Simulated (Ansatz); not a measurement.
**A convergence test on GaAs (F-43m): k mesh of the density**

How far can the k mesh of the density be lowered for the gap of GaAs (F-43m)?

Method: DFT, PBE, plane waves, PAW, in Ansatz 0.2.0.

## 1. Set-up

The structure is cubic, space group F-43m (No. 216). Conventional cell: a = 5.654 Å, b = 5.654 Å, c = 5.654 Å, α = 90.00°, β = 90.00°, γ = 90.00°. Ga has 4 As at 2.45 Å nearest. As has 4 Ga at 2.45 Å nearest. Farther neighbours are not listed.

The cell and positions come from the Crystallography Open Database and are kept as given unless a step says otherwise. The default PAW set here is soft_1. Its files were made with PBE.

## 2. k mesh of the density: 2×2×2

File input.yaml:

```yaml
crystal:
  lattice:
    - [0.0, 2.82685, 2.82685]
    - [2.82685, 0.0, 2.82685]
    - [2.82685, 2.82685, 0.0]
  atoms:
    - { symbol: Ga, position: [0.0, 0.0, 0.0] }
    - { symbol: As, position: [0.25, 0.25, 0.25] }
kpoints:
  mp_grid: { grid: [2, 2, 2] }
  band_path:
    path:
      - [0.0, 0.0, 0.0]
      - [-0.5, -0.5, 0.0]
      - [-0.375, -0.375, 0.25]
      - [-0.375, 0.0, 0.375]
      - [0.0, 0.0, 0.5]
      - [-0.5, -0.25, 0.25]
    npoints: 1
hamiltonian:
  xc: pbe
  pseudopotentials: { kind: paw, azcp: { folder: "./paw" } }
scf:
  occupations: { method: fixed }
  n_extra_bands: 4
output:
  eigenvalues: true
```

On the command line:

```bash
$ ansatz run input.yaml --threads 3 --pin off --max-ram 92160MiB --backend cuda --events-out ev --progress --plain --runs-dir out --devices 1 --max-vram 13GiB
```

Numbers of over 12 decimals in the logs are rounded to 6 here.

Output:

```text
scf.n_extra_bands = 4 over 14 filled bands (N_el = 28.0): the run solves 18 bands
GPUs: using 1 of 1 available (devices: 1).
Engine: ansatz 0.2.0, x86_64-unknown-linux-gnu
Pseudopotentials: kind: paw
Pseudopotential: Ga, paw, valence charge 13, recommended cutoff 420 eV (normal), <dir>
Pseudopotential: As, paw, valence charge 15, recommended cutoff 420 eV (normal), <dir>
Functional definition: PBE
  parameter kappa = 0.804
  parameter beta = 0.066725
  exchange = pbe_x(kappa = kappa, mu = beta*pi^2/3)
  correlation = pbe_c(beta = beta)
device memory: the entry about to start is reckoned to put 1.4 GiB on a device that reports 69.0 GiB free (of which the cap on the GPU budget leaves the run 13.0 GiB)
GPU FFT provider: cuFFT
GPU libraries: cuBLAS 13.8.2, cuFFT 12.4.0, cuSOLVER 12.3.4
Crystal: 2 atoms, lattice volume = 45.179 Å³
Basis set: ecut = 420 eV, 893 PW (Γ)
Bands: 18, of which v1, the nominal top of the filled ones, is band 14 counted from 1 (13 counted from 0)
Symmetry: 24 space group operations
Space group: F-43m (ITA 216), of the structure as read, at distance tolerance 3.6e-5 Å
k-points: 3 of 8
Non-local potential: Ga, projectors of the file, l = 0: 2, l = 1: 2, l = 2: 3, l = 3: 1
Non-local potential: As, projectors of the file, l = 0: 2, l = 1: 2, l = 2: 3, l = 3: 1
PAW form: soft (Blöchl's): semilocal exchange-correlation on the pseudo side does not see the compensation charge
PAW one-centre angular grid: Ga, 590 points (default); XC on 64 Gauss nodes
PAW one-centre angular grid: As, 590 points (default); XC on 64 Gauss nodes
Initial density: superposition of atomic densities (chi_scale 0.1, normalization cell, long waves kept (reshape's long-wave potential 0.00 eV rms))
Initial wavefunctions: pseudopotential atomic-orbital guess
GPU buffer pool allocated for 19683 grid points (all kernels)
GPU transforms: local potential and band sums: pruned to the plane-wave sphere, on 25×27×27
Functional: x = pbe(κ = 0.804, μ = 0.219515), c = pbe(β = 0.066725)
SCF iter   1: F=—  HF=-8637.594438 eV  |F-HF|=—  |Δ(HF+E_count)|=         —  Δρ=5.86e-2  dr2=1.05e0  ethr=3.10e-3  ⟨swp⟩=4.3  Hψ=233  notcnv=0  defer=4
preconditioner: auto → none  [insulator: Δε(μ)=0.521 eV  Ē_g=15.500 eV  n_scr=14 (ndim 8)  ℏωp=23.4 eV  f_vac=0.001  ε∞_Penn≈3.3]
SCF iter   2: F=—  HF=-8637.427369 eV  |F-HF|=—  |Δ(HF+E_count)|=   1.67e-1  Δρ=2.61e-2  dr2=1.84e-1  ethr=3.10e-3  ⟨swp⟩=2.0  Hψ=87  notcnv=0  defer=2
SCF iter   3: F=—  HF=-8637.427615 eV  |F-HF|=—  |Δ(HF+E_count)|=   2.46e-4  Δρ=5.03e-3  dr2=1.64e-2  ethr=6.56e-4  ⟨swp⟩=2.7  Hψ=102  notcnv=0  defer=3
SCF iter   4: F=—  HF=-8637.421021 eV  |F-HF|=—  |Δ(HF+E_count)|=   6.59e-3  Δρ=1.40e-3  dr2=3.92e-4  ethr=5.86e-5  ⟨swp⟩=3.0  Hψ=112  notcnv=0  defer=3
SCF iter   5: F=—  HF=-8637.421210 eV  |F-HF|=—  |Δ(HF+E_count)|=   1.89e-4  Δρ=4.57e-4  dr2=5.82e-5  ethr=1.40e-6  ⟨swp⟩=2.3  Hψ=91  notcnv=0  defer=3
SCF iter   6: F=—  HF=-8637.421302 eV  |F-HF|=—  |Δ(HF+E_count)|=   9.23e-5  Δρ=1.39e-4  dr2=4.24e-6  ethr=2.08e-7  ⟨swp⟩=2.0  Hψ=86  notcnv=0  defer=3
SCF iter   7: F=—  HF=-8637.421310 eV  |F-HF|=—  |Δ(HF+E_count)|=   7.58e-6  Δρ=2.62e-5  dr2=1.73e-7  ethr=1.51e-8  ⟨swp⟩=2.0  Hψ=66  notcnv=0  defer=3
SCF iter   8: F=-8637.421310 eV  HF=-8637.421310 eV  |F-HF|=6.24e-9  |Δ(HF+E_count)|=   4.12e-7  Δρ=2.46e-6  dr2=2.38e-9  ethr=3.57e-10  ⟨swp⟩=5.7  Hψ=223  notcnv=0
SCF 1 converged in 8 iterations: F = -8637.421310 eV  dr2 = 2.38e-9
[...]
device memory: the entry about to start is reckoned to put 0.8 GiB on a device that reports 66.4 GiB free (of which the cap on the GPU budget leaves the run 13.0 GiB)
NSCF: frozen V_eff on 6 k-points
SCF converged after 8 iterations
Free energy (F): -8637.421310 eV
Harris-Foulkes:  -8637.421310 eV  (|F-HF|=6.24e-9)
Internal energy: -8637.421310 eV  (E = F + TS)
E sigma→0 (E₀):  -8637.421310 eV
Fermi energy:    8.262236 eV
--- Per-component energies (eV) ---
  E_band       = -307.514089
  E_kinetic    = 214.514318
  E_local      = -3672.264326  (includes V_loc(G=0)·N_el)
  E_nonlocal   = -482.831213
  E_hartree    = 2146.190617
  E_xc         = -133.739876
  E_vxc        = -129.952025  (∫ρ·V_xc dr)
  E_paw        = -4010.562804  (= ΣΔE_a)
  E_vpaw       = -529.359995  (= ΣTr[D̂ρ^β])
  E_aug_tail   = -0.000240  (compensation charges beyond the density's cutoff)
  E_ewald      = -2698.727786
  E_smearing   = -0.000000  (= −TS)
  E_closure    = 0.000000  (closes the sum)
  Σ components = -8637.421310   (vs F -8637.421310, Δ=0.00e0)
--- Band table (eV) ---
  k-point 0: bands = [... 10 lower, -4.4826, 8.2622, 8.2622, 8.2622, 8.7102, 11.7675, 11.7675, 11.7675]
  k-point 1: bands = [... 10 lower, -2.6785, 1.4817, 7.0723, 7.0723, 9.1402, 12.7015, 12.7015, 15.9610]
  k-point 2: bands = [... 10 lower, -1.8932, 1.2635, 5.4982, 5.4982, 9.5717, 9.8040, 18.3050, 18.3050]
```

Elapsed: 13 s, on 1 × NVIDIA H100 80GB HBM3 (shared by 6 runs) with 3 threads of AMD EPYC 7R13 (Zen 3), shared host; peak memory 0.89 GiB.

Numbers from this step:

```
gap                  : 0.4480 eV
valence top at       : Γ
conduction bottom at : Γ
least direct gap     : 0.4480 eV
```

The gap is direct, at Γ.

## 3. k mesh of the density: 4×4×4

Edit input.yaml of step 2 so:

```diff
@@ -9,3 +9,3 @@
 kpoints:
-  mp_grid: { grid: [2, 2, 2] }
+  mp_grid: { grid: [4, 4, 4] }
   band_path:
```

Output:

```text
[...]
GPUs: using 1 of 1 available (devices: 1).
[...]
GPU FFT provider: cuFFT
GPU libraries: cuBLAS 13.8.2, cuFFT 12.4.0, cuSOLVER 12.3.4
Crystal: 2 atoms, lattice volume = 45.179 Å³
Basis set: ecut = 420 eV, 893 PW (Γ)
Bands: 18, of which v1, the nominal top of the filled ones, is band 14 counted from 1 (13 counted from 0)
Symmetry: 24 space group operations
[...]
Fermi energy:    7.972274 eV
[...]
--- Band table (eV; the first three rows and the last of 8) ---
  k-point 0: bands = [... 10 lower, -4.7569, 7.9723, 7.9723, 7.9723, 8.4793, 11.6785, 11.6785, 11.6785]
  k-point 1: bands = [... 10 lower, -4.0637, 3.8250, 7.2901, 7.2901, 9.4073, 12.5477, 12.5477, 13.9238]
  k-point 2: bands = [... 10 lower, -2.9882, 1.3203, 6.8251, 6.8251, 8.9575, 12.5878, 12.5878, 15.7167]
  k-point 7: bands = [... 10 lower, -2.1869, 1.3227, 4.4292, 4.6184, 12.5822, 12.6837, 13.3590, 14.0055]
[key lines of the parts left out:]
SCF converged after 7 iterations
Free energy (F): -8639.673071 eV
```

Wall time 9.7 s (1 × NVIDIA H100 80GB HBM3 (shared by 6 runs) with 3 threads); peak memory 0.89 GiB; 2.4 s of CPU time.

This step gave:

| Property | Result |
| --- | --- |
| gap | 0.5070 eV |
| valence top at | Γ |
| conduction bottom at | Γ |
| least direct gap | 0.5070 eV |

The gap is 0.507 eV, +0.059 eV from the run before at this level.

## 4. k mesh of the density: 8×8×8 (the default)

input.yaml, the sections that differ from step 3:

```yaml
kpoints:
  mp_grid: { grid: [8, 8, 8] }
  band_path:
    path:
      - [[0.0, 0.0, 0.0], [-0.5, -0.5, 0.0], [-0.375, -0.375, 0.25]]
      - [[-0.375, 0.0, 0.375], [0.0, 0.0, 0.0], [0.0, 0.0, 0.5], [-0.5, -0.25, 0.25], [-0.5, -0.5, 0.0]]
    npoints: 10
scf:
  occupations: { method: fermi_dirac, width: 0.02 }
  n_extra_bands: 4
output:
  eigenvalues: true
  write_density: true
  write_potential: true
  elf: true
  volumetric_format: npy
# crystal, hamiltonian: as in step 3
```

Output:

```text
[...]
GPUs: using 1 of 1 available (devices: 1).
[...]
GPU FFT provider: cuFFT
GPU libraries: cuBLAS 13.8.2, cuFFT 12.4.0, cuSOLVER 12.3.4
Crystal: 2 atoms, lattice volume = 45.179 Å³
Basis set: ecut = 420 eV, 893 PW (Γ)
Bands: 18, of which v1, the nominal top of the filled ones, is band 14 counted from 1 (13 counted from 0)
Symmetry: 24 space group operations
[...]
Fermi energy:    8.195793 eV
[...]
--- Band table (eV; the first three rows and the last of 29) ---
  k-point 0: bands = [... 10 lower, -4.8007, 7.9258, 7.9258, 7.9258, 8.4439, 11.6659, 11.6659, 11.6659]
  k-point 1: bands = [... 10 lower, -4.6180, 5.9652, 7.6901, 7.6901, 9.5190, 12.0133, 12.0133, 12.1254]
  k-point 2: bands = [... 10 lower, -4.1082, 3.7922, 7.2487, 7.2487, 9.3801, 12.5313, 12.5313, 13.8831]
  k-point 28: bands = [... 10 lower, -2.2435, 1.3045, 4.3954, 4.5886, 12.5493, 12.6495, 13.3421, 13.9768]
[key lines of the parts left out:]
SCF converged after 7 iterations
Free energy (F): -8639.846300 eV
```

Run time: 2.7 s. Hardware: 1 × NVIDIA H100 80GB HBM3 (shared by 6 runs) with 3 threads; peak memory 0.92 GiB; 2.1 s of CPU time.

Numbers from this step:

| Item | Value |
| --- | --- |
| gap | 0.5181 eV |
| valence top at | Γ |
| conduction bottom at | Γ |
| least direct gap | 0.5181 eV |

The gap is 0.518 eV, +0.011 eV from the run before at this level.

## 5. k mesh of the density: 10×10×10

input.yaml, the sections that differ from step 4:

```yaml
kpoints:
  mp_grid: { grid: [10, 10, 10] }
  band_path:
    path:
      - [0.0, 0.0, 0.0]
      - [-0.5, -0.5, 0.0]
      - [-0.375, -0.375, 0.25]
      - [-0.375, 0.0, 0.375]
      - [0.0, 0.0, 0.5]
      - [-0.5, -0.25, 0.25]
    npoints: 1
scf:
  occupations: { method: fixed }
  n_extra_bands: 4
# crystal, hamiltonian, output: as in step 4
```

Output:

```text
[...]
GPUs: using 1 of 1 available (devices: 1).
[...]
GPU FFT provider: cuFFT
GPU libraries: cuBLAS 13.8.2, cuFFT 12.4.0, cuSOLVER 12.3.4
Crystal: 2 atoms, lattice volume = 45.179 Å³
Basis set: ecut = 420 eV, 893 PW (Γ)
Bands: 18, of which v1, the nominal top of the filled ones, is band 14 counted from 1 (13 counted from 0)
Symmetry: 24 space group operations
[...]
Fermi energy:    7.924051 eV
[...]
--- Band table (eV; the first three rows and the last of 47) ---
  k-point 0: bands = [... 10 lower, -4.8023, 7.9241, 7.9241, 7.9241, 8.4427, 11.6655, 11.6655, 11.6655]
  k-point 1: bands = [... 10 lower, -4.6847, 6.4146, 7.7656, 7.7656, 9.4034, 11.9009, 11.9009, 11.9180]
  k-point 2: bands = [... 10 lower, -4.3470, 4.6309, 7.4236, 7.4236, 9.5116, 12.3610, 12.3610, 13.0888]
  k-point 46: bands = [... 10 lower, -2.2512, 1.2840, 4.4657, 4.6401, 11.8469, 11.9696, 14.2373, 14.6283]
[key lines of the parts left out:]
SCF converged after 7 iterations
Free energy (F): -8639.850036 eV
```

Wall time 18 s (1 × NVIDIA H100 80GB HBM3 (shared by 6 runs) with 3 threads); peak memory 0.91 GiB; 3.1 s of CPU time.

Numbers from this step:

| Property | Result |
| --- | --- |
| gap | 0.5186 eV |
| valence top at | Γ |
| conduction bottom at | Γ |
| least direct gap | 0.5186 eV |

The gap is 0.519 eV, +0.001 eV from the run before at this level.

## 6. The series

Differences are against the last row; a negative gap means that bands overlap, and a run with a band path holds that path's time. Times are wall times on 1 × NVIDIA H100 80GB HBM3 (shared by 6 runs) with 3 threads of AMD EPYC 7R13 (Zen 3), shared host, good to a factor of about two.

```
k mesh of the density  gap (eV)  direct gap (eV)  gap error (eV)  energy error (meV/atom)  irreducible k   time
                2×2×2     0.448            0.448          −0.071                  +1214.4              3   13 s
                4×4×4     0.507            0.507          −0.012                    +88.5              8  9.7 s
                8×8×8     0.518            0.518          −0.001                     +1.9             29  2.7 s
             10×10×10     0.519            0.519          +0.000                     +0.0             47   18 s
```

## 7. Summary of results

```
2×2×2    : 0.448 eV
4×4×4    : 0.507 eV
8×8×8    : 0.518 eV
10×10×10 : 0.519 eV
```

**Reading.** The gap holds to 0.02 eV from 4×4×4 on. At 2×2×2 the gap is off by −0.071 eV and the energy by +1214 meV/atom. The gap is read over the mesh and added points near the edges, so meshes differ mainly through the density and, for a hybrid, the exchange operator.

[Paths, hosts, dates, memory and timing lines, banners, echoed tables and standing remarks are left out of the program output.]

[Logs are printed without paths, hosts, clocks, repeated set-up lines and the standing remarks that a program may print on its own settings, such as how far it seeks lower states.]

[Runs of the session that timed out or met a known fault of the program may be left out.]

[Cells called generated may have been cut or substituted from an entry of the Crystallography Open Database or the Materials Project.]

[Hosts, paths, dates, database ids (printed as entryN), source tags and the programs' standing remarks are cut or masked in the printed files.]
